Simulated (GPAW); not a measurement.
# Ballistic transport through a Re chain with two Cu atoms in line, cheap and dear, part 2 of 2

Aim: T(E), conductance and thermopower of a Re chain with two Cu atoms in line, and what cheaper settings cost in accuracy.

GPAW 26.7.0; GPAW LCAO, PAW setups; Landauer transmission from Green's functions with principal layers (ASE), zero bias.

So far, transmission at the Fermi level (one spin): step 2 (double-zeta polarised basis, PBE, GPAW) 1.06; step 3 (basis szp(dzp), PBE, GPAW) 1.05; step 4 (basis sz(dzp), PBE, GPAW) 1.02; step 5 (LDA) 1.06.

## Step 9: Grid spacing 0.16: h = 0.16

The real-space grid carries density and potential; a coarse one breaks translation symmetry along the lead and scatters electrons that should pass.

Input file run.py:

```python
import json
import numpy as np
from ase import Atoms
from ase.transport.calculators import TransportCalculator
from gpaw import GPAW, FermiDirac
from gpaw.lcao.tools import get_lcao_hamiltonian
from scipy.linalg import eigh

# The junction with lead layers at both ends, along the third cell vector
device = Atoms(
    ['Re', 'Re', 'Re', 'Re', 'Re', 'Re', 'Re', 'Cu', 'Cu', 'Re', 'Re', 'Re', 'Re', 'Re', 'Re', 'Re'],
    positions=[
        [4.50000, 4.50000, 1.12500],
        [4.50000, 4.50000, 3.37500],
        [4.50000, 4.50000, 5.62500],
        [4.50000, 4.50000, 7.87500],
        [4.50000, 4.50000, 10.12500],
        [4.50000, 4.50000, 12.37500],
        [4.50000, 4.50000, 14.62500],
        [4.50000, 4.50000, 16.90000],
        [4.50000, 4.50000, 19.20000],
        [4.50000, 4.50000, 21.47500],
        [4.50000, 4.50000, 23.72500],
        [4.50000, 4.50000, 25.97500],
        [4.50000, 4.50000, 28.22500],
        [4.50000, 4.50000, 30.47500],
        [4.50000, 4.50000, 32.72500],
        [4.50000, 4.50000, 34.97500]],
    cell=[[9.0, 0.0, 0.0], [0.0, 9.0, 0.0], [0.0, 0.0, 36.1]],
    pbc=True)

# One principal layer of the lead: the first 5 atoms of the device
lead = Atoms(
    ['Re', 'Re', 'Re', 'Re', 'Re'],
    positions=[
        [4.50000, 4.50000, 1.12500],
        [4.50000, 4.50000, 3.37500],
        [4.50000, 4.50000, 5.62500],
        [4.50000, 4.50000, 7.87500],
        [4.50000, 4.50000, 10.12500]],
    cell=[[9.0, 0.0, 0.0], [0.0, 9.0, 0.0], [0.0, 0.0, 11.25]],
    pbc=True)

settings = dict(mode='lcao', basis='dzp', xc='PBE', h=0.16,
                occupations=FermiDirac(0.1), maxiter=250,
                mixer=dict(beta=0.1, nmaxold=8, weight=100.0),
                convergence=dict(density=0.0001))
energies = np.arange(-3, 3 + 1e-9, 0.075)
eta = 0.0001
n1, n2 = 1, 1
# k and -k transmit alike, so half of the mesh across the current serves
mesh = [(i, j) for i in range(n1) for j in range(n2) if (i, j) <= (-i % n1, -j % n2)]
weights = np.array([1 if (i, j) == (-i % n1, -j % n2) else 2 for i, j in mesh]) / (n1 * n2)

# [... helper functions left out ...]
fermi_lead = ground_state(lead, (1, 1, 10), 'lead.txt')
fermi_device = ground_state(device, (1, 1, 2), 'device.txt')
# [... loop over the mesh left out, but for ...]
        # Shift the lead onto the potential of the device's first layer
        shift = ((H[:, 0, 0] - H0[:, 0, 0]) / S0[0, 0]).real.mean()
# [...]
kT = 8.617333e-5 * 500
bias = [0.1, 0.2, 0.5, 1.0, 1.5, 2.0]
# [... integrals and printing left out ...]
```

Command:

```
$ OMP_NUM_THREADS=1 OPENBLAS_NUM_THREADS=1 python run.py
```

It took 5.4 min on 1 thread of Intel Xeon Platinum 8488C (Sapphire Rapids), shared host; peak memory 2.6 GiB.

Numbers from this step:

* conductance: 1.062 G₀
* largest coupling past the next principal layer: 1.50e-6 eV
* largest misfit of the first principal layer: 0.2240 eV
* shift that aligns the lead: 0.02009 eV
* transmission at the Fermi level (one spin): 1.062

One spin. Table of transmission, zone mean by energy, zero at the Fermi level:

```
energy (eV)  transmission, zone mean
      -3.00                     2.51
      -2.85                     2.97
      -2.70                     2.95
      -2.55                     2.96
      -2.33                     3.11
      -2.17                     2.88
      -2.02                     2.35
      -1.88                     1.83
      -1.73                     1.48
      -1.57                     1.30
      -1.35                     1.17
      -1.20                     1.13
      -1.05                     1.10
      -0.90                     1.08
      -0.75                     1.08
      -0.60                     1.07
      -0.38                     1.07
      -0.23                     1.07
      -0.07                     1.06
       0.00                     1.06
       0.07                     1.06
       0.23                     1.05
       0.38                     1.05
       0.60                     1.04
       0.75                     1.03
       0.90                     1.03
       1.05                     1.02
       1.20                     1.02
       1.35                     1.01
       1.57                     1.01
       1.73                    1.000
       1.88                    0.992
       2.02                    0.959
       2.17                    0.960
       2.33                    0.964
       2.55                    0.966
       2.70                    0.965
       2.85                    0.965
       3.00                    0.964
```

Not self-consistent under bias; the bias window is split evenly. Table of current through one cell, from the zero-bias transmission by bias:

| bias (V) | current through one cell, from the zero-bias transmission (μA) |
| --- | --- |
| 0.100 | 8.23 |
| 0.200 | 16.4 |
| 0.500 | 41.1 |
| 1.000 | 82.1 |
| 1.500 | 123 |
| 2.000 | 164 |

Table of transmission of the three most open eigenchannels by energy, zero at the Fermi level:

| energy (eV) | channel 1 | channel 2 | channel 3 |
| --- | --- | --- | --- |
| -3.00 | 0.984 | 0.762 | 0.762 |
| -2.77 | 0.995 | 0.995 | 0.988 |
| -2.55 | 0.992 | 0.984 | 0.984 |
| -2.40 | 0.993 | 0.993 | 0.992 |
| -2.17 | 0.980 | 0.696 | 0.696 |
| -1.95 | 0.937 | 0.508 | 0.318 |
| -1.73 | 0.912 | 0.247 | 0.159 |
| -1.57 | 0.934 | 0.140 | 0.111 |
| -1.35 | 0.964 | 0.0749 | 0.0749 |
| -1.12 | 0.971 | 0.0557 | 0.0557 |
| -0.90 | 0.978 | 0.0444 | 0.0444 |
| -0.75 | 0.984 | 0.0394 | 0.0394 |
| -0.53 | 0.994 | 0.0347 | 0.0347 |
| -0.30 | 0.999 | 0.0323 | 0.0323 |
| -0.07 | 0.998 | 0.0310 | 0.0310 |
| 0.00 | 0.997 | 0.0306 | 0.0306 |
| 0.07 | 0.996 | 0.0302 | 0.0302 |
| 0.30 | 0.992 | 0.0281 | 0.0281 |
| 0.53 | 0.990 | 0.0253 | 0.0253 |
| 0.75 | 0.988 | 0.0228 | 0.0228 |
| 0.90 | 0.986 | 0.0218 | 0.0218 |
| 1.12 | 0.977 | 0.0224 | 0.0224 |
| 1.35 | 0.962 | 0.0259 | 0.0259 |
| 1.57 | 0.943 | 0.0324 | 0.0324 |
| 1.73 | 0.928 | 0.0361 | 0.0361 |
| 1.95 | 0.942 | 0.0276 | 0.0276 |
| 2.17 | 0.960 | 3.0e-10 | 3.0e-10 |
| 2.40 | 0.965 | 2.9e-11 | 0 |
| 2.55 | 0.966 | 2.2e-11 | 0 |
| 2.77 | 0.965 | 1.4e-11 | 0 |
| 3.00 | 0.964 | 6.3e-12 | 0 |

The conductance equals that of the dzp run to 0.2 %.

## Step 10: Summary of results

* conductance: 1.06 G₀
* transmission at the Fermi level, mean of the spins: 1.06
* thermopower: about 0 (under 1.5 μV/K)

What this shows: In the dzp basis the junction conducts 1.06 G₀ at 500 K, with T = 1.06 a spin at the Fermi level; the sz basis reaches that conductance within 10 %. At the Fermi level the three most open eigenchannels pass 1.00, 0.031 and 0.031. Measured against the first run (dzp), the nearest curve is that of dzp-LDA (r.m.s. 0.042) and the farthest that of sz (0.22). Over the compared runs wall time goes from 103 s (sz) to 195 s (dzp), on a shared host. The geometry was built from estimated bond lengths and not relaxed, so the numbers describe this model structure. The run had no spin polarisation, so a magnetic state, which chains and small molecules with open shells often have, wasn't tested. Spin-orbit coupling is left out, which matters for the heavy atoms here. An evenly spaced straight chain is an idealisation: free chains tend to dimerise, zigzag or, where a band edge lies near the Fermi level, turn magnetic. The currents use the zero-bias T(E) throughout, which holds only while the bias is small against the distance to the nearest feature. The energy step is wider than the thermal energy, so the conductance and thermopower rest on interpolation of T(E).

[Logs are printed without paths, hosts, clocks, repeated set-up lines and the standing remarks that a program may print on its own settings, such as how far it seeks lower states.]

[Hosts, paths, dates, database ids (printed as entryN), source tags and the programs' standing remarks are cut or masked in the printed files.]
